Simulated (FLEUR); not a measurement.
**FePt (c factor at fixed volume 1.03 on the database's cell): from one collinear state to anisotropy**

Wanted: anisotropy for FePt (c factor at fixed volume 1.03 on the database's cell), with the cost of each step.

Program: FLEUR MaX-R8.1. Level of theory: PBE; all-electron FLAPW, Dirac cores, scalar-relativistic bands. Results are calculated unless marked as measured.

### 1. Starting point

The structure is tetragonal, space group P4/mmm (No. 123). The conventional cell has a = 2.684 Å, b = 2.684 Å, c = 3.832 Å, α = 90.00°, β = 90.00°, γ = 90.00°. Nearest to Fe lie 4 Fe at 2.68 Å and 8 Pt at 2.70 Å. Nearest to Pt lie 4 Pt at 2.68 Å and 8 Fe at 2.70 Å. Farther neighbours are not listed.

Structure file:

```xyz
2
Lattice="2.6835 0.0000 0.0000 0.0000 2.6835 0.0000 0.0000 0.0000 3.8316" Properties=species:S:1:pos:R:3 pbc="T T T"
Fe    0.0000    0.0000    0.0000
Pt    1.3418    1.3418    1.9158
```

The cell is strained on purpose: c factor at fixed volume 1.03 on the database's cell.

### 2. Reference state

The force theorems are single passes in this state's potential, so it has to be converged first.

No symmetry is used, so that later steps may turn the spins freely; k and −k are joined. inpgen writes inp.xml from crystal.txt; cutoffs, mixing, functional, smearing and local orbitals are then set in the file. The k list scf (kpts.xml, not shown) is a Γ-centred 10×10×10 mesh; where the ranks do not divide the number of points, some are split in two of half the weight.

Contents of inp.xml:

```
<?xml version="1.0" encoding="UTF-8" standalone="no"?>
<fleurInput fleurInputVersion="0.39">
   <comment>
      FePt
   </comment>
   <calculationSetup>
      <cutoffs Kmax="3.6" Gmax="10.8" GmaxXC="10.8" numbands="0"/>
      <scfLoop itmax="110" minDistance="0.00002" maxIterBroyd="15" imix="Anderson" alpha="0.05" precondParam="0.0" spinf="2.0" sdNocoIR="T"/>
      <coreElectrons ctail="F" frcor="F" kcrel="0" coretail_lmax="0"/>
      <xcFunctional name="pbe" relativisticCorrections="F"/>
      <magnetism jspins="2" l_noco="F" l_ss="F">
         <qss>0.0 0.0 0.0</qss>
         <mtNocoParams l_mperp="F" l_mtNocoPot="F" l_relaxSQA="F" mag_mixing_scheme="0" mix_RelaxWeightOffD="1.0" l_constrained="F" mix_constr="1.0"/>
         <sourceFreeMag l_sourceFree="F" l_scaleMag="F" mag_scale="1.0"/>
      </magnetism>
      <soc l_soc="F" theta="0.0" phi="0.0" spav="F"/>
      <expertModes spex="0" secvar="F"/>
      <geometryOptimization l_f="F" forcealpha="1.0" forcemix="BFGS" epsdisp="0.00001" epsforce="0.00001"/>
      <ldaU l_linMix="F" mixParam="0.05" spinf="1.0"/>
   </calculationSetup>
   <cell>
      <bzIntegration valenceElectrons="32.0" mode="hist" fermiSmearingEnergy="0.00183747">
         <kPointListSelection listName="scf"/>
         <xi:include xmlns:xi="http://www.w3.org/2001/XInclude" href="kpts.xml"> </xi:include>
      </bzIntegration>
      <xi:include xmlns:xi="http://www.w3.org/2001/XInclude" href="sym.xml"> </xi:include>
      <bulkLattice scale="1.0">
         <bravaisMatrix>
            <row-1>    5.0711637513341579     0.0000000000000000     0.0000000000000000</row-1>
            <row-2>    0.0000000000000000     5.0711637513341579     0.0000000000000000</row-2>
            <row-3>    0.0000000000000000     0.0000000000000000     7.2406746190173594</row-3>
         </bravaisMatrix>
      </bulkLattice>
   </cell>
   <atomSpecies>
      <species name="Iron (Fe) 2.800" element="Fe" atomicNumber="26">
         <mtSphere radius="2.47" gridPoints="817" logIncrement="0.015"/>
         <atomicCutoffs lmax="10" lnonsphr="8"/>
         <electronConfig flipSpins="F">
            <coreConfig>(1s1/2) (2s1/2) (2p1/2) (2p3/2)</coreConfig>
            <valenceConfig>(3s1/2) (3p1/2) (3p3/2) (4s1/2) (3d3/2) (3d5/2)</valenceConfig>
            <stateOccupation state="(3d3/2)" spinUp="1.4" spinDown="1.0"/>
            <stateOccupation state="(3d5/2)" spinUp="3.0" spinDown="0.6"/>
         </electronConfig>
         <energyParameters s="4" p="4" d="3" f="4"/>
         <lo type="SCLO" l="0" n="3" eDeriv="0"/>
         <lo type="SCLO" l="1" n="3" eDeriv="0"/>
      </species>
      <species name="Platinum (Pt)" element="Pt" atomicNumber="78">
         <mtSphere radius="2.47" gridPoints="817" logIncrement="0.016"/>
         <atomicCutoffs lmax="10" lnonsphr="8"/>
         <electronConfig flipSpins="F">
            <coreConfig>(1s1/2) (2s1/2) (2p1/2) (2p3/2) (3s1/2) (3p1/2) (3p3/2) (4s1/2) (3d3/2) (3d5/2) (4p1/2) (4p3/2) (5s1/2) (4d3/2) (4d5/2) (4f5/2) (4f7/2)</coreConfig>
            <valenceConfig>(5p1/2) (5p3/2) (6s1/2) (5d3/2) (5d5/2)</valenceConfig>
            <stateOccupation state="(6s1/2)" spinUp="0.500000" spinDown="0.500000"/>
            <stateOccupation state="(5d3/2)" spinUp="1.800000" spinDown="1.800000"/>
            <stateOccupation state="(5d5/2)" spinUp="2.700000" spinDown="2.700000"/>
         </electronConfig>
         <energyParameters s="6" p="6" d="5" f="5"/>
         <lo type="SCLO" l="1" n="5" eDeriv="0"/>
      </species>
   </atomSpecies>
   <atomGroups>
      <atomGroup species="Iron (Fe) 2.800">
         <relPos label="                   1">.0000000000 .0000000000 .0000000000</relPos>
         <force calculate="T" relaxXYZ="TTT"/>
         <nocoParams  alpha="0.0" beta="0.0"/>
      </atomGroup>
      <atomGroup species="Platinum (Pt)">
         <relPos label="                   2">1.000/2.000 1.000/2.000 1.000/2.000</relPos>
         <force calculate="T" relaxXYZ="TTT"/>
         <nocoParams  alpha="0.0" beta="0.0"/>
      </atomGroup>
   </atomGroups>
   <output dos="F" band="F" slice="F">
      <bandDOS minEnergy="-.5*Htr" maxEnergy="0.5*Htr" sigma="0.015" storeEVData="T"/>
      <plotting iplot="0" polar="F">
         <plot TwoD="T" vec1="  1.0  0.0  0.0" vec2="  0.0  1.0  0.0" vec3="  0.0  0.0  1.0" zero="  0.0  0.0  0.0" file="plot"/>
      </plotting>
      <moessbauerParams electricFieldGradient="F" isomerShift="F" coreHyperfine="F" valenceHyperfine="F"/>
   </output>
</fleurInput>
```

Contents of crystal.txt:

```
FePt
&input film=F cartesian=F /
2.68354429000  0.00000000000  0.00000000000
0.00000000000  2.68354429000  0.00000000000
0.00000000000  0.00000000000  3.83160000000
1.8897261246
1.0 1.0 1.0

2
26 0.00000000000  0.00000000000  0.00000000000 : 2.800
78 0.50000000000  0.50000000000  0.50000000000

&kpt div1=10 div2=10 div3=10 gamma=T /
```

On the command line:

```
> OMP_NUM_THREADS=1 inpgen -f crystal.txt -nosym -noco > inpgen.log  # inp.xml is then edited as shown
> OMP_NUM_THREADS=1 mpirun -n 4 fleur_MPI > fleur.log
```

The program printed:

```text
Welcome to FLEUR        (www.flapw.de)
      MaX-Release 8.1          (www.max-centre.eu)

 ========== k-point set info ==========
 Selected k-point list: scf
 k-point list type: mesh
 0 x 0 x 0
 Number of k points: 504

 ------------Calculation Setup---------------------------
 Number of MPI-tasks      :            4
 Number of PE/node        :            4
 Number of OMP-threads    :            1
 k-points in parallel     :            4
 pe's per k-point         :            1
 No of k-point loops      :          126
 Eigenvalue solver        :       lapack
 Number of basis functions:          168
 Approximate size of matrices (H+S) per k-point:         0.001 GB
 --------------------------------------------------------
 Complex matrix made real
 Complex matrix made real
 Iteration:     1   Distance:      40.97440742 me/bohr^3
 Iteration:     2   Distance:      15.47267124 me/bohr^3
 Iteration:     3   Distance:      13.08447684 me/bohr^3
 Iteration:     4   Distance:      10.04382831 me/bohr^3
 Iteration:     5   Distance:       9.97434040 me/bohr^3
 Iteration:     6   Distance:      10.16659905 me/bohr^3
 Iteration:     7   Distance:       3.58242409 me/bohr^3
 Iteration:     8   Distance:       2.01208685 me/bohr^3
 Iteration:     9   Distance:       1.01972411 me/bohr^3
 Iteration:    10   Distance:       0.72706908 me/bohr^3
 Iteration:    11   Distance:       0.16931377 me/bohr^3
 Iteration:    12   Distance:       0.08261030 me/bohr^3
 Iteration:    13   Distance:       0.04834749 me/bohr^3
 Iteration:    14   Distance:       0.01852066 me/bohr^3
 Iteration:    15   Distance:       0.01379393 me/bohr^3
 Iteration:    16   Distance:       0.01232186 me/bohr^3
 Iteration:    17   Distance:       0.00982651 me/bohr^3
 Iteration:    18   Distance:       0.00145847 me/bohr^3
 Iteration:    19   Distance:       0.00058254 me/bohr^3
 Iteration:    20   Distance:       0.00056804 me/bohr^3
 Iteration:    21   Distance:       0.00020598 me/bohr^3
 Iteration:    22   Distance:       0.00007158 me/bohr^3
 Iteration:    23   Distance:       0.00001717 me/bohr^3

 ********************************************************************
 Run finished successfully
 Stop message:
   all done
 ********************************************************************

--- out.xml (last complete iteration) ---
<iteration numberForCurrentRun="   23" overallNumber="   23">
         [... left out ...]
         <bandgap value="0.0240783260" units="eV"/>
         <sumValenceSingleParticleEnergies value="-18.4906941785" units="Htr"/>
         <FermiEnergy value="0.4193630239" units="Htr"/>
         <valenceDensity>
            <mtCharges spin="1">
               <mtCharge atomType="1" total="9.0836736" s="1.2214315" p="3.2336566" d="4.5947564" f="0.0249705"/>
               <mtCharge atomType="2" total="7.4482087" s="0.2585223" p="3.1753194" d="3.9805938" f="0.0259399"/>
            </mtCharges>
            <mtCharges spin="2">
               <mtCharge atomType="1" total="6.0991737" s="1.2148447" p="3.2417003" d="1.6112940" f="0.0232262"/>
               <mtCharge atomType="2" total="7.0739249" s="0.2751943" p="3.2157066" d="3.5545233" f="0.0221576"/>
            </mtCharges>
            <spinDependentCharge spin="1" total="17.6456887" interstitial="1.1138063" mtSpheres="16.5318823"/>
            <spinDependentCharge spin="2" total="14.3543113" interstitial="1.1812127" mtSpheres="13.1730986"/>
            <totalCharge value="32.0000000000"/>
         </valenceDensity>
         [... left out ...]
         <allElectronCharges>
            <spinDependentCharge spin="1" total="53.6456887" interstitial="1.1144468" mtSpheres="52.5312419"/>
            <spinDependentCharge spin="2" total="50.3543113" interstitial="1.1818568" mtSpheres="49.1724546"/>
            <totalCharge value="104.0000000078"/>
         </allElectronCharges>
         <magneticMomentsInMTSpheres units="muBohr">
            <globalMagMoment atomType="1" vec="0.00000   0.00000   2.98450"/>
            <localMagMoment atomType="1" vec="0.00000   0.00000   2.98450"/>
            <globalMagMoment atomType="2" vec="0.00000   0.00000   0.37429"/>
            <localMagMoment atomType="2" vec="0.00000   0.00000   0.37429"/>
         </magneticMomentsInMTSpheres>
         <moessbauerParams unitsHFF="kG" unitsIS="e/bohr^3" unitsEFG="Htr/bohr^2">
         </moessbauerParams>
         <totalEnergy value="   -19719.5487128580" units="Htr">
            <sumOfEigenvalues value="   -12062.0167840860">
               <coreElectrons value="-12043.5260899075"/>
               <valenceElectrons value="-18.4906941785"/>
            </sumOfEigenvalues>
            <densityCoulombPotentialIntegral value="-33922.7829999698"/>
            <densityEffectivePotentialIntegral value="-34463.0675425081"/>
            <chargeDenXCDenIntegral value="-413.3002201178"/>
            <FockExchangeEnergyValence value="0.0000000000"/>
            <FockExchangeEnergyCore value="0.0000000000"/>
            <atomTypeDependentContributions atomType="1">
               <electronNucleiInteractionDifferentMTs value="1521.4574556944"/>
               <MadelungTerm value="-9.7754756943"/>
            </atomTypeDependentContributions>
            <atomTypeDependentContributions atomType="2">
               <electronNucleiInteractionDifferentMTs value="23176.1409422266"/>
               <MadelungTerm value="-38.5338775620"/>
            </atomTypeDependentContributions>
            <tkbTimesEntropy value="0.0003479474"/>
            <freeEnergy value="-19719.5490608054"/>
            <extrapolationTo0K value="-19719.5488868317"/>
         </totalEnergy>
         <densityConvergence units="me/bohr^3">
            <chargeDensity spin="1" distance="0.0000098138"/>
            <chargeDensity spin="2" distance="0.0000123580"/>
            <overallChargeDensity distance="0.0000171707"/>
            <spinDensity distance="0.0000142559"/>
         </densityConvergence>
      </iteration>
```

Elapsed: 3.4 min, on 4 MPI ranks of Arm Neoverse V2, shared host; peak memory 0.6 GiB.

Numbers from this step:

```
free energy                                                       : -536596.2661 eV
program's band gap on this mesh (in a metal only a level spacing) : 0.02408 eV
magnetization                                                     : 3.291 μB
final state                                                       : ferromagnetic
largest moment                                                    : 2.985 μB
```

After 23 cycles the largest moment stands at 2.98 μB.

### 3. Anisotropy by the force theorem, rung 1

Anisotropy is a small difference, so it is taken from sums over occupied states at a frozen potential, where most errors cancel.

One pass with spin–orbit coupling for each direction, from the saved density. Inversion lets half of the mesh serve, which the program's warning doesn't know. The k list mae (kpts.xml, not shown) is a Γ-centred 14×14×10 mesh.

inp.xml: that of step 2 with these lines changed.

```diff
@@ -6,4 +6,4 @@
    <calculationSetup>
-      <cutoffs Kmax="3.6" Gmax="10.8" GmaxXC="10.8" numbands="0"/>
-      <scfLoop itmax="110" minDistance="0.00002" maxIterBroyd="15" imix="Anderson" alpha="0.05" precondParam="0.0" spinf="2.0" sdNocoIR="T"/>
+      <cutoffs Kmax="3.6" Gmax="10.8" GmaxXC="10.8" numbands="72"/>
+      <scfLoop itmax="1" minDistance="0.00002" maxIterBroyd="15" imix="Anderson" alpha="0.05" precondParam="0.0" spinf="2.0" sdNocoIR="T"/>
       <coreElectrons ctail="F" frcor="F" kcrel="0" coretail_lmax="0"/>
@@ -15,3 +15,3 @@
       </magnetism>
-      <soc l_soc="F" theta="0.0" phi="0.0" spav="F"/>
+      <soc l_soc="T" theta="0.0" phi="0.0" spav="F"/>
       <expertModes spex="0" secvar="F"/>
@@ -22,3 +22,3 @@
       <bzIntegration valenceElectrons="32.0" mode="hist" fermiSmearingEnergy="0.00183747">
-         <kPointListSelection listName="scf"/>
+         <kPointListSelection listName="mae"/>
          <xi:include xmlns:xi="http://www.w3.org/2001/XInclude" href="kpts.xml"> </xi:include>
@@ -81,2 +81,5 @@
    </output>
+   <forceTheorem>
+      <MAE theta="0.0 1.5707963 1.5707963 0.7853982" phi="0.0 0.0 0.7853982 0.0"/>
+   </forceTheorem>
 </fleurInput>
```

On the command line:

```
> OMP_NUM_THREADS=1 mpirun -n 4 fleur_MPI -warn_only > fleur.log
```

The program printed:

```text
[banner, memory and clock lines left out]
Welcome to FLEUR        (www.flapw.de)
      MaX-Release 8.1          (www.max-centre.eu)
************FLEUR-Warning*****************
Error message: k-point set is not compatible to missing time-reversal symmetry in calculation.
Error occurred in subroutine: gen_bz
Error from PE:0/4
Other PEs with error messages:
     1-k-point set is not compatible to missing time-reversal symmetry in calculation.
     2-k-point set is not compatible to missing time-reversal symmetry in calculation.
     3-k-point set is not compatible to missing time-reversal symmetry in calculation.
*****************************************

 ========== k-point set info ==========
 Selected k-point list: mae
 k-point list type: mesh
 0 x 0 x 0
 Number of k points: 984

************FLEUR-Warning*****************
Error message: k-point set is not compatible to missing time-reversal symmetry in calculation.
Error occurred in subroutine: gen_bz
Error from PE:1/4
Other PEs with error messages:
     2-k-point set is not compatible to missing time-reversal symmetry in calculation.
     3-k-point set is not compatible to missing time-reversal symmetry in calculation.
*****************************************
 [... set-up left out ...]
 ********************************************************************
 Run finished successfully
 Stop message:
   Forcetheorem MAE
 ********************************************************************

--- out.xml (force theorem) ---
<Forcetheorem_MAE Angles="4" units="Htr">
            <Angle theta="0.0000000" phi="0.0000000" ev-sum="-18.536046824"/>
            <Angle theta="1.5707963" phi="0.0000000" ev-sum="-18.535938793"/>
            <Angle theta="1.5707963" phi="0.7853982" ev-sum="-18.535941374"/>
            <Angle theta="0.7853982" phi="0.0000000" ev-sum="-18.535994381"/>
         </Forcetheorem_MAE>
```

Run time: 81 s. Hardware: 4 MPI ranks; peak memory 1 GiB; 5.4 min of CPU time.

Anisotropy energies, by row:

| axis | x | y | z | band energy less the first axis' (meV a cell) |
| --- | --- | --- | --- | --- |
| [001] | 0 | 0 | 1 | 0 |
| [100] | 1 | 0 | 0 | 2.94 |
| [110] | 0.7071 | 0.7071 | 0 | 2.869 |
| 45 degrees from [001] toward [100] | 0.7071 | 0 | 0.7071 | 1.427 |

Indices are those of the standard conventional cell; x, y, z give the same directions in the axes of the input.

### 4. Anisotropy by the force theorem, rung 2

A second rung shows how far the first can be trusted.

The k list mae (kpts.xml, not shown) is a Γ-centred 21×21×15 mesh.

inp.xml is that of step 3.

The program printed:

```text
[banner, memory and clock lines left out]
Welcome to FLEUR        (www.flapw.de)
      MaX-Release 8.1          (www.max-centre.eu)
************FLEUR-Warning*****************
Error message: k-point set is not compatible to missing time-reversal symmetry in calculation.
Error occurred in subroutine: gen_bz
Error from PE:0/4
Other PEs with error messages:
     2-k-point set is not compatible to missing time-reversal symmetry in calculation.
*****************************************

 ========== k-point set info ==========
 Selected k-point list: mae
 k-point list type: mesh
 0 x 0 x 0
 Number of k points: 3308

 [... set-up left out ...]
 ********************************************************************
 Run finished successfully
 Stop message:
   Forcetheorem MAE
 ********************************************************************

--- out.xml (force theorem) ---
<Forcetheorem_MAE Angles="4" units="Htr">
            <Angle theta="0.0000000" phi="0.0000000" ev-sum="-18.536051548"/>
            <Angle theta="1.5707963" phi="0.0000000" ev-sum="-18.535944976"/>
            <Angle theta="1.5707963" phi="0.7853982" ev-sum="-18.535943728"/>
            <Angle theta="0.7853982" phi="0.0000000" ev-sum="-18.535997849"/>
         </Forcetheorem_MAE>
```

Run time: 4.4 min. Hardware: 4 MPI ranks; peak memory 2.9 GiB.

Anisotropy energies, by row:

| axis | x | y | z | band energy less the first axis' (meV a cell) |
| --- | --- | --- | --- | --- |
| [001] | 0 | 0 | 1 | 0 |
| [100] | 1 | 0 | 0 | 2.9 |
| [110] | 0.7071 | 0.7071 | 0 | 2.934 |
| 45 degrees from [001] toward [100] | 0.7071 | 0 | 0.7071 | 1.461 |

(Continued in part 2 of 2.)

[Logs and program files are shortened in this print: banners, set-up blocks, solver, clock and traceback lines can be left out without a mark of their own.]

[Logs are printed without paths, hosts, clocks, repeated set-up lines and the standing remarks that a program may print on its own settings, such as how far it seeks lower states.]

[Hosts, paths, dates, database ids (printed as entryN), source tags and the programs' standing remarks are cut or masked in the printed files.]

[Where a cell is said to come from a database of computed structures, the database is the Materials Project.]
